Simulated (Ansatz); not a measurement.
# TiSi (model cell, started as zinc blende): following an unstable mode, part 2 of 3

Wanted: the energy along a soft mode of TiSi (model cell, started as zinc blende) and the structure at the end.

Ansatz 0.2.0; DFT PBEsol, scalar-relativistic, plane waves, PAW.

So far, highest frequency on path, mesh or solved points (cm⁻¹): step 2 (the dispersion) 364. Also lowest frequency on the path (cm⁻¹): step 2 -106.

The structure was built from a prototype and need not be the compound's stable phase.

## (3) The mode frozen in, largest atomic shift 0 Å

The mode followed lies at q = (0.25, -0.5, -0.25) with frequency 95.5i cm⁻¹, one of the unstable modes though not the softest. At small amplitude the pattern taken leaves space group no. 121 by a symmetry search on the positions. The undistorted cell that holds it gives the zero of energy on the same k mesh.

System of this step: TiSi (model cell, started as zinc blende). The structure is cubic, space group F-43m (No. 216). The conventional cell has a = 5.721 Å, b = 5.721 Å, c = 5.721 Å, α = 90.00°, β = 90.00°, γ = 90.00°. Nearest to Ti lie 4 Si at 2.48 Å. Nearest to Si lie 4 Ti at 2.48 Å. Farther neighbours, and contacts between anions beyond the nearest, are not listed.

input.yaml reads:

```yaml
crystal:
  lattice:
    - [0.0, 0.0, -5.7207352214]
    - [5.7207352214, 0.0, 0.0]
    - [2.8603676107, -5.7207352214, -2.8603676107]
  atoms:
    - { symbol: Ti, position: [0.5, 0.5, 0.0] }
    - { symbol: Ti, position: [0.0, 0.0, 0.0] }
    - { symbol: Ti, position: [0.25, 0.75, 0.5] }
    - { symbol: Ti, position: [0.75, 0.25, 0.5] }
    - { symbol: Si, position: [0.625, 0.625, 0.25] }
    - { symbol: Si, position: [0.125, 0.125, 0.25] }
    - { symbol: Si, position: [0.375, 0.875, 0.75] }
    - { symbol: Si, position: [0.875, 0.375, 0.75] }
kpoints:
  mp_grid: { grid: [8, 8, 8] }
hamiltonian:
  xc: pbesol
scf:
  occupations: { method: gaussian, width: 0.1 }
output:
  forces: true
  stress: true
  eigenvalues: true
```

Started as:

```sh
ansatz run input.yaml --threads 4 --pin off --max-ram 7168MiB --backend cpu --events-out ev --progress --plain --runs-dir out
```

The log of the run:

```text
[...]
Crystal: 8 atoms, lattice volume = 187.221 Å³
Basis set: ecut = 420 eV, 3739 PW (Γ), exchange–correlation on 80×80×96 points (8 copies of the dense FFT grid, shifted against one another)
Bands: 40, of which v1, the nominal top of the filled ones, is band 32 counted from 1 (31 counted from 0)
Symmetry: 32 space group operations
[...]
k-points: 59 of 512 (time reversal used)
[...]
k-point 0: bands = [... 28 lower, 5.9000, 5.9000, 6.1516, 6.1516, 6.1940, 6.3165, 6.3165, 7.1997, ... 4 higher]
  k-point 1: bands = [... 28 lower, 5.9262, 5.9262, 6.0720, 6.0720, 6.1980, 6.3077, 6.3077, 7.1496, ... 4 higher]
  k-point 2: bands = [... 28 lower, 5.8869, 5.8869, 5.9959, 5.9959, 6.2489, 6.2819, 6.2819, 7.0087, ... 4 higher]
  k-point 58: bands = [... 28 lower, 5.5119, 5.5119, 5.5119, 5.5119, 7.2230, 7.2230, 7.2230, 7.2230, ... 4 higher]
[key lines of the parts left out:]
SCF converged after 7 iterations
Free energy (F): -12376.155631 eV
Fermi energy:    6.168853 eV
P = ⅓ Tr σ = 0.0053 GPa (0.053 kbar)
```

Elapsed: 6.4 s, on 4 threads of Arm Neoverse V2, shared host; peak memory 0.65 GiB.

Numbers from this step:

```yaml
pressure: 0.005260 GPa
energy_from_the_undistorted_cell: 0 meV/atom
```

The run ends at a pressure of 0.01 GPa.

## (4) The mode frozen in, largest atomic shift 0.6 Å

The atoms are moved along the unstable eigenvector, the largest shift by 0.6 Å, with the cell fixed.

input.yaml, the sections that differ from step 3:

```yaml
crystal:
  lattice:
    - [0.0, 0.0, -5.7207352214]
    - [5.7207352214, 0.0, 0.0]
    - [2.8603676107, -5.7207352214, -2.8603676107]
  atoms:
    - { symbol: Ti, position: [0.5531047871, 0.4468952129, 0.0] }
    - { symbol: Ti, position: [-0.0531047871, 0.0531047871, 0.0] }
    - { symbol: Ti, position: [0.3031047871, 0.8031047871, 0.5] }
    - { symbol: Ti, position: [0.6968952129, 0.1968952129, 0.5] }
    - { symbol: Si, position: [0.625, 0.625, 0.25] }
    - { symbol: Si, position: [0.125, 0.125, 0.25] }
    - { symbol: Si, position: [0.322559188, 0.822559188, 0.8548816239] }
    - { symbol: Si, position: [0.927440812, 0.427440812, 0.6451183761] }
# kpoints, hamiltonian, scf, output: as in step 3
```

The log of the run:

```text
[...]
Crystal: 8 atoms, lattice volume = 187.221 Å³
Basis set: ecut = 420 eV, 3739 PW (Γ), exchange–correlation on 80×80×96 points (8 copies of the dense FFT grid, shifted against one another)
Bands: 40, of which v1, the nominal top of the filled ones, is band 32 counted from 1 (31 counted from 0)
Symmetry: 8 space group operations
[...]
k-points: 59 of 512 (time reversal used)
[...]
k-point 0: bands = [... 28 lower, 5.5515, 5.6401, 5.9572, 5.9572, 5.9837, 6.6411, 6.7280, 7.3804, ... 4 higher]
  k-point 1: bands = [... 28 lower, 5.6051, 5.6696, 5.9955, 6.0453, 6.0453, 6.6654, 6.6662, 7.3330, ... 4 higher]
  k-point 2: bands = [... 28 lower, 5.7947, 5.7947, 6.0260, 6.3135, 6.3135, 6.5252, 6.7371, 7.2365, ... 4 higher]
  k-point 58: bands = [... 28 lower, 5.8418, 5.9818, 5.9906, 5.9906, 6.8959, 7.0518, 7.0518, 7.3731, ... 4 higher]
[key lines of the parts left out:]
SCF converged after 8 iterations
Free energy (F): -12376.727065 eV
Fermi energy:    6.416813 eV
P = ⅓ Tr σ = -6.0974 GPa (-60.974 kbar)
```

Run time: 7 s. Hardware: 4 threads; peak memory 0.65 GiB.

This step gave:

| Quantity | Value |
| --- | --- |
| pressure | -6.097 GPa |
| gap on the k-mesh | 0 eV |
| energy from the undistorted cell | -70.07 meV/atom |

The energy, extrapolated to zero smearing, is -70.07 meV/atom against the undistorted cell.

The run ends at a pressure of -6.10 GPa, with forces up to 0.48 eV/Å.

## (5) Energy along the mode, all amplitudes (two of the runs are shown above)

An imaginary frequency means negative curvature, so the energy should fall and then rise again as anharmonic terms take over.

This step gave:

```yaml
depth_at_the_lowest_point_sampled: 70.07 meV/atom
largest_atomic_shift_at_that_point: 0.6 Å
```

Energy from the parent against largest atomic shift:

```tsv
largest atomic shift (Å)	energy from the parent (meV/atom)
0.000	0
0.040	-0.503
0.080	-2.03
0.140	-6.33
0.220	-15.8
0.320	-31.8
0.450	-53.1
0.600	-70.1
```

Displacement at unit largest shift by atom:

```tsv
atom	x (Å)	y (Å)	z (Å)	size
Ti1	-0.51	0.00	-0.51	0.72
Ti2	0.51	0.00	0.51	0.72
Ti3	0.51	0.00	-0.51	0.72
Ti4	-0.51	0.00	0.51	0.72
Si5	0.00	0.00	0.00	0.00
Si6	0.00	0.00	0.00	0.00
Si7	0.00	-1.00	0.00	1.00
Si8	0.00	1.00	0.00	1.00
```

The energy still falls at the last step, so the rise lies beyond the steps tried.

## (6) Relaxation from the frozen mode

Starting from the lowest point found, all atoms and the cell are let go, so that strain and other modes of the same symmetry can join in.

input.yaml: that of step 4 with these lines changed.

```diff
@@ -24 +24,6 @@
   eigenvalues: true
+relax:
+  adjacent_minimum: "off"
+  f_tol: 0.002
+  max_steps: 120
+  cell: { stress_tol: 0.03 }
```

The log of the run:

```text
[...]
Crystal: 8 atoms, lattice volume = 187.221 Å³
Basis set: ecut = 420 eV, 3739 PW (Γ), exchange–correlation on 80×80×96 points (8 copies of the dense FFT grid, shifted against one another)
Bands: 40, of which v1, the nominal top of the filled ones, is band 32 counted from 1 (31 counted from 0)
Symmetry: 8 space group operations
[...]
k-points: 59 of 512 (time reversal used)
[...]
SCF iter   1: F=—  HF=-12376.743011 eV  |F-HF|=—  |Δ(HF+E_count)|=         —  Δρ=7.01e-3  dr2=1.13e-1  ethr=1.77e-3  ⟨swp⟩=5.7  Hψ=9743  notcnv=0
[...]
SCF iter   8: F=-12376.727065 eV  HF=-12376.727065 eV  |F-HF|=1.05e-8  |Δ(HF+E_count)|=   1.05e-8  Δρ=2.61e-6  dr2=2.23e-8  ethr=1.56e-10  ⟨swp⟩=9.3  Hψ=8365  notcnv=0
SCF 1 converged in 8 iterations: F = -12376.727065 eV  dr2 = 2.23e-8
[...]
relax step   1: F+E_penalty+E_count = -12376.72706548 eV  Δ(F+E_penalty+E_count) = +0.000e0 eV  max|allowed force component| = 4.736e-1 eV/Å  Δτ_max = 0.0000 Å  P = -6.097 GPa  Ω = 187.221 Å³  (8 SCF iters, dr2 threshold 1.00e-7 eV, accepted)
Crystal: 8 atoms, lattice volume = 166.296 Å³
Basis set: ecut = 420 eV, 3227 PW (Γ), exchange–correlation on 80×80×96 points (8 copies of the dense FFT grid, shifted against one another)
[...]
SCF iter   7: F=-12377.765324 eV  HF=-12377.765324 eV  |F-HF|=1.85e-7  |Δ(HF+E_count)|=   5.20e-7  Δρ=1.28e-5  dr2=4.07e-7  ethr=1.25e-9  ⟨swp⟩=4.6  Hψ=10280  notcnv=0
SCF 2 converged in 7 iterations: F = -12377.765324 eV  dr2 = 4.07e-7
relax step   2: F+E_penalty+E_count = -12377.76532369 eV  Δ(F+E_penalty+E_count) = -1.038e0 eV  max|allowed force component| = 1.176e0 eV/Å  Δτ_max = 0.1924 Å  P = -2.486 GPa  Ω = 166.296 Å³  energy of the carried Pulay correction = +1.788e-3 eV  (7 SCF iters, dr2 threshold 8.00e-7 eV, accepted)
Crystal: 8 atoms, lattice volume = 154.600 Å³
Basis set: ecut = 420 eV, 2985 PW (Γ), exchange–correlation on 80×80×96 points (8 copies of the dense FFT grid, shifted against one another)
[...]
SCF iter   7: F=-12378.624704 eV  HF=-12378.624704 eV  |F-HF|=9.71e-8  |Δ(HF+E_count)|=   2.33e-7  Δρ=8.92e-6  dr2=1.74e-7  ethr=1.25e-9  ⟨swp⟩=6.1  Hψ=9345  notcnv=0
SCF 3 converged in 7 iterations: F = -12378.624704 eV  dr2 = 1.74e-7
relax step   3: F+E_penalty+E_count = -12378.62470407 eV  Δ(F+E_penalty+E_count) = -8.594e-1 eV  max|allowed force component| = 1.689e0 eV/Å  Δτ_max = 0.1949 Å  P = -1.751 GPa  Ω = 154.600 Å³  energy of the carried Pulay correction = +2.883e-3 eV  (7 SCF iters, dr2 threshold 8.00e-7 eV, accepted)
[... from here on, the SCF cycles and remarks between the steps are left out ...]
relax step   4: F+E_penalty+E_count = -12379.47081161 eV  Δ(F+E_penalty+E_count) = -8.461e-1 eV  max|allowed force component| = 1.764e0 eV/Å  Δτ_max = 0.1948 Å  P = -1.448 GPa  Ω = 145.514 Å³  energy of the carried Pulay correction = +3.787e-3 eV  (6 SCF iters, dr2 threshold 8.00e-7 eV, accepted)
relax step   5: F+E_penalty+E_count = -12380.18114085 eV  Δ(F+E_penalty+E_count) = -7.103e-1 eV  max|allowed force component| = 1.236e0 eV/Å  Δτ_max = 0.1977 Å  P = -1.949 GPa  Ω = 140.154 Å³  energy of the carried Pulay correction = +4.344e-3 eV  (6 SCF iters, dr2 threshold 8.00e-7 eV, accepted)
relax step   6: F+E_penalty+E_count = -12380.60297774 eV  Δ(F+E_penalty+E_count) = -4.218e-1 eV  max|allowed force component| = 7.137e-1 eV/Å  Δτ_max = 0.1949 Å  P = -0.359 GPa  Ω = 134.822 Å³  energy of the carried Pulay correction = +4.917e-3 eV  (6 SCF iters, dr2 threshold 8.00e-7 eV, accepted)
relax step   7: F+E_penalty+E_count = -12380.77518303 eV  Δ(F+E_penalty+E_count) = -1.722e-1 eV  max|allowed force component| = 3.037e-1 eV/Å  Δτ_max = 0.0730 Å  P = -1.081 GPa  Ω = 134.150 Å³  energy of the carried Pulay correction = +4.991e-3 eV  (6 SCF iters, dr2 threshold 8.00e-7 eV, accepted)
relax step   8: F+E_penalty+E_count = -12380.80352332 eV  Δ(F+E_penalty+E_count) = -2.834e-2 eV  max|allowed force component| = 5.588e-1 eV/Å  Δτ_max = 0.1244 Å  P = +3.637 GPa  Ω = 128.529 Å³  energy of the carried Pulay correction = +5.618e-3 eV  (7 SCF iters, dr2 threshold 8.00e-7 eV, accepted)
relax step   9: F+E_penalty+E_count = -12380.88114114 eV  Δ(F+E_penalty+E_count) = -7.762e-2 eV  max|allowed force component| = 2.080e-1 eV/Å  Δτ_max = 0.0409 Å  P = -0.097 GPa  Ω = 131.787 Å³  energy of the carried Pulay correction = +5.252e-3 eV  (6 SCF iters, dr2 threshold 8.00e-7 eV, accepted)
relax step  10: F+E_penalty+E_count = -12380.88612721 eV  Δ(F+E_penalty+E_count) = -4.986e-3 eV  max|allowed force component| = 5.842e-3 eV/Å  Δτ_max = 0.0117 Å  P = -0.004 GPa  Ω = 131.796 Å³  energy of the carried Pulay correction = +5.250e-3 eV  (6 SCF iters, dr2 threshold 8.00e-7 eV, accepted)
relax step  11: F+E_penalty+E_count = -12380.88616497 eV  Δ(F+E_penalty+E_count) = -3.776e-5 eV  max|allowed force component| = 2.053e-3 eV/Å  Δτ_max = 0.0004 Å  P = -0.003 GPa  Ω = 131.763 Å³  energy of the carried Pulay correction = +5.254e-3 eV  (6 SCF iters, dr2 threshold 8.39e-9 eV, accepted)
relax step  12: F+E_penalty+E_count = -12380.88616803 eV  Δ(F+E_penalty+E_count) = -3.069e-6 eV  max|allowed force component| = 5.728e-4 eV/Å  Δτ_max = 0.0004 Å  P = +0.002 GPa  Ω = 131.751 Å³  energy of the carried Pulay correction = +5.256e-3 eV  (6 SCF iters, dr2 threshold 2.63e-10 eV, accepted)
Basis set: ecut = 420 eV, 2565 PW (Γ), exchange–correlation on 72×72×90 points (8 copies of the dense FFT grid, shifted against one another)
[...]
SCF iter   6: F=-12380.882461 eV  HF=-12380.882461 eV  |F-HF|=7.28e-12  |Δ(HF+E_count)|=    0.00e0  Δρ=9.11e-8  dr2=1.02e-11  ethr=1.00e-12  ⟨swp⟩=7.0  Hψ=10642  notcnv=0
SCF 13 converged in 6 iterations: F = -12380.882461 eV  dr2 = 1.02e-11
relax step  13: F+E_penalty+E_count = -12380.88246144 eV  Δ(F+E_penalty+E_count) = +3.707e-3 eV  max|allowed force component| = 6.473e-4 eV/Å  Δτ_max = 0.0000 Å  P = -0.001 GPa  Ω = 131.751 Å³  stress off target by 2.53e-3 GPa  SCF on the basis re-selected at this cell (its energy is not comparable with the rows above)  (6 SCF iters)
basis re-selected at this cell: Δ(F+E_penalty+E_count) = +3.707e-3 eV, ΔP = -0.004 GPa vs the last step (what re-selecting the basis moved, of the pressure what is left beyond the Pulay correction that the steps carried, after the strain that the cell walked since its last selection, with what the two solves' SCF thresholds leave and, on support functions, any second-order correction that the steps lacked; it is no measure of the basis error at this ecutwfc). The dense FFT grid was sized anew with the basis: this SCF ran on 36×36×45 points, the steps before it on 40×40×48, so part of this shift can come from that change (see relax.cell in the input reference). [rest of the remark cut]
SCF converged after 6 iterations
Free energy (F): -12380.882461 eV
[...]
Internal energy: -12380.853313 eV  (E = F + TS)
E sigma→0 (E₀):  -12380.867887 eV
Entropy (-TS):   -0.029148 eV (-3.644 meV/atom)
Fermi energy:    11.040409 eV
[...]
--- Forces (eV/Å), atoms counted from 1 ---
  atom   1  Ti     0.00041937    -0.00026554     0.00041937
  atom   2  Ti    -0.00041937    -0.00026554    -0.00041937
  atom   3  Ti    -0.00041937     0.00026554     0.00041937
  atom   4  Ti     0.00041937     0.00026554    -0.00041937
  atom   5  Si     0.00000000     0.00000000     0.00000000
  atom   6  Si    -0.00000000     0.00000000     0.00000000
  atom   7  Si    -0.00000000    -0.00064728     0.00000000
  atom   8  Si     0.00000000     0.00064728    -0.00000000
  max |Σ_I F_I| component: 8.33e-17 eV/Å
--- Stress (GPa, compression-positive) ---
       -0.002525       0.000000       0.000000
        0.000000       0.000919       0.000000
        0.000000       0.000000      -0.002525
  P = ⅓ Tr σ = -0.0014 GPa (-0.014 kbar)
--- Band table (eV; the first three rows and the last of 59) ---
  k-point 0: bands = [... 28 lower, 10.4392, 10.4670, 10.8786, 11.1420, 11.1864, 11.1864, 11.2126, 11.4774, ... 4 higher]
  k-point 1: bands = [... 28 lower, 10.2889, 10.2889, 10.7943, 11.0692, 11.3576, 11.3576, 11.3811, 11.6657, ... 4 higher]
  k-point 2: bands = [... 28 lower, 10.0985, 10.0985, 10.7159, 10.9140, 11.4010, 11.5913, 11.5913, 12.1564, ... 4 higher]
  k-point 58: bands = [... 28 lower, 10.6938, 10.8289, 10.8816, 11.1221, 11.2623, 11.2623, 11.5028, 11.6297, ... 4 higher]
--- Relaxed structure (12 steps of the walk, 12 accepted, 1 SCFs on fresh bases) ---
  F+E_penalty+E_count = -12380.88246144 eV   max|allowed force component| = 6.473e-4 eV/Å   (the final SCF, on the basis selected at the relaxed cell)
  cell:  # Å, volume = 131.7513 Å³
    - [0.0, 0, -5.005852]
    - [5.005852, 0, 0.0]
    - [2.502926, -5.257735, -2.502926]
  atoms:
    - { symbol: Ti, position: [0.625184, 0.474229, -0.099413] }
    - { symbol: Ti, position: [-0.025771, 0.125184, -0.099413] }
    - { symbol: Ti, position: [0.275771, 0.775771, 0.599413] }
    - { symbol: Ti, position: [0.624816, 0.124816, 0.599413] }
    - { symbol: Si, position: [0.625000, 0.625000, 0.25] }
    - { symbol: Si, position: [0.125, 0.125, 0.25] }
    - { symbol: Si, position: [0.235322, 0.735322, 1.029356] }
    - { symbol: Si, position: [1.014678, 0.514678, 0.470644] }
```

Run time: 1.8 min. Hardware: 4 threads; peak memory 0.72 GiB; 7 min of CPU time.

Relaxation path:

```tsv
step	energy less that of the first step (eV)	largest force component (eV/Å)	pressure (GPa)	volume (Å³)
1	0.0000	0.4736	-6.10	187.22
2	-1.0383	1.1757	-2.49	166.30
3	-1.8976	1.6892	-1.75	154.60
4	-2.7437	1.7637	-1.45	145.51
5	-3.4541	1.2360	-1.95	140.15
6	-3.8759	0.7137	-0.36	134.82
7	-4.0481	0.3037	-1.08	134.15
8	-4.0765	0.5588	3.64	128.53
9	-4.1541	0.2080	-0.10	131.79
10	-4.1591	0.0058	0.00	131.80
11	-4.1591	0.0021	0.00	131.76
12	-4.1591	0.0006	0.00	131.75
13*	-4.1554	0.0006	0.00	131.75
```

Relaxation steps marked * repeat the geometry before them on a plane-wave basis chosen anew for their cell, so energy and pressure can jump there.

The run keeps the 8 symmetry operations that the program found, so distortions that break them were not tested.

```tsv
cell as run	before	after	change
a (Å)	5.721	5.006	-12.5 %
b (Å)	5.721	5.006	-12.5 %
c (Å)	7.006	6.338	-9.5 %
α (°)	65.91	66.74	+1.3 %
β (°)	65.91	66.74	+1.3 %
volume (Å³/atom)	23.40	16.47	-29.6 %
```

The atoms that moved most (Å, as changes of fractional coordinates times the final cell):

```tsv
atom	dx	dy	dz	length
Si8	0.000	0.917	0.000	0.917
Si7	0.000	-0.917	0.000	0.917
Ti2	0.112	0.523	0.112	0.546
Ti4	-0.112	-0.523	0.112	0.546
Ti3	0.112	-0.523	-0.112	0.546
Ti1	-0.112	0.523	-0.112	0.546
```

Numbers from this step:

```yaml
pressure: -0.001377 GPa
volume_per_atom: 16.47 Å³
```

The distorted start has space group I-42m; the relaxation ends in I-42m.

## (7) The new phase in its own primitive cell

The relaxed structure is symmetrised, reduced to its primitive cell and relaxed tightly, as its phonons need.

input.yaml reads:

```yaml
crystal:
  lattice:
    - [-2.5029262184, 2.5029262184, 5.2577354473]
    - [2.5029262184, -2.5029262184, 5.2577354473]
    - [2.5029262184, 2.5029262184, -5.2577354473]
  atoms:
    - { symbol: Ti, position: [0.1507710477, 0.1507710477, 0.6509547119] }
    - { symbol: Ti, position: [0.4998163358, 0.4998163358, 0.3490452881] }
    - { symbol: Ti, position: [0.5001836642, 0.8492289523, 0.0] }
    - { symbol: Ti, position: [0.8492289523, 0.5001836642, 0.0] }
    - { symbol: Si, position: [0.5, 0.0, 0.5] }
    - { symbol: Si, position: [0.0, 0.5, 0.5] }
    - { symbol: Si, position: [0.8896779715, 0.8896779715, 0.0] }
    - { symbol: Si, position: [0.1103220285, 0.1103220285, 0.0] }
kpoints:
  mp_grid: { grid: [10, 10, 10] }
hamiltonian:
  xc: pbesol
scf:
  occupations: { method: gaussian, width: 0.1 }
output:
  forces: true
  stress: true
  eigenvalues: true
relax:
  adjacent_minimum: "off"
  f_tol: 0.001
  max_steps: 60
  cell: { stress_tol: 0.01 }
```

The log of the run:

```text
[...]
Crystal: 8 atoms, lattice volume = 131.751 Å³
Basis set: ecut = 420 eV, 2565 PW (Γ), exchange–correlation on 90×90×90 points (8 copies of the dense FFT grid, shifted against one another)
Bands: 40, of which v1, the nominal top of the filled ones, is band 32 counted from 1 (31 counted from 0)
Symmetry: 8 space group operations
[...]
- [2.502202, 2.502202, -5.259330]
  atoms:
    - { symbol: Ti, position: [0.150754, 0.150754, 0.650987] }
    - { symbol: Ti, position: [0.499767, 0.499767, 0.349013] }
    - { symbol: Ti, position: [0.500233, 0.849246, 0.0] }
    - { symbol: Ti, position: [0.849246, 0.500233, 0.0] }
    - { symbol: Si, position: [0.5, 0, 0.5] }
    - { symbol: Si, position: [0, 0.5, 0.5] }
    - { symbol: Si, position: [0.889679, 0.889679, 0] }
    - { symbol: Si, position: [0.110321, 0.110321, 0] }
[key lines of the parts left out:]
SCF converged after 10 iterations
Free energy (F): -12380.883016 eV
Fermi energy:    11.047651 eV
P = ⅓ Tr σ = 0.0064 GPa (0.064 kbar)
```

Elapsed: 58 s, on 4 threads; peak memory 0.75 GiB.

Little changed from the start: no atom moved by 0.005 Å and no cell edge by 0.1 %.

This step gave:

- pressure: 0.006444 GPa
- volume per atom: 16.46 Å³

The largest force component left is 0.81 meV/Å and the pressure is 0.006 GPa, within the tolerances set. The cell now holds 16.46 Å³/atom.

(Part 2 of 3 ends here.)

[Long decimals in the printed logs are rounded to 6 places.]

[Logs are printed without paths, hosts, clocks, repeated set-up lines and the standing remarks that a program may print on its own settings, such as how far it seeks lower states.]

[Hosts, paths, dates, database ids (printed as entryN), source tags and the programs' standing remarks are cut or masked in the printed files.]

[Where the starting crystal was built by hand or by swapping elements, it need not be the compound's stable phase.]
